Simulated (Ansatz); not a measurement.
Planning a run of Ansatz 0.2.0 on NaI (Fm-3m). The input:

```yaml
crystal:
  lattice:
    - [0.0, 3.2364, 3.2364]
    - [3.2364, 0.0, 3.2364]
    - [3.2364, 3.2364, 0.0]
  atoms:
    - { symbol: Na, position: [0.0, 0.0, 0.0] }
    - { symbol: I, position: [0.5, 0.5, 0.5] }
kpoints:
  mp_grid: { grid: [6, 6, 6] }
  band_path:
    path:
      - [0.0, 0.0, 0.0]
      - [0.5, 0.0, 0.5]
      - [0.625, 0.25, 0.625]
      - [0.375, 0.375, 0.75]
      - [0.5, 0.5, 0.5]
      - [0.5, 0.25, 0.75]
    npoints: 1
hamiltonian:
  xc: hse06
scf:
  occupations: { method: fixed }
  n_extra_bands: 4
output:
  eigenvalues: true
```

```sh
ansatz run input.yaml --threads 3 --pin off --max-ram 92160MiB --backend cuda --events-out ev --progress --plain --runs-dir out --devices 1 --max-vram 13GiB
```

Estimate wall time and host memory on 1 × NVIDIA H100 80GB HBM3 (shared by 6 runs) with 3 threads of AMD EPYC 7R13 (Zen 3), shared host.

It took 20 s; on shared hardware allow 9.8 s to 39 s. Peak host memory was 1.2 GiB. The sizes that set the cost: 1363 plane waves a state, 16 irreducible k points and 9 SCF cycles.

Exact exchange couples every pair of k points and filled bands, so it costs far more than a semilocal run.

[Paths, hosts, dates, memory and timing lines, banners, echoed tables and standing remarks are left out of the program output.]

[Logs are printed without paths, hosts, clocks, repeated set-up lines and the standing remarks that a program may print on its own settings, such as how far it seeks lower states.]

[Runs of the session that timed out or met a known fault of the program may be left out.]

[Cells called generated may have been cut or substituted from an entry of the Crystallography Open Database or the Materials Project.]

[Hosts, paths, dates, database ids (printed as entryN), source tags and the programs' standing remarks are cut or masked in the printed files.]
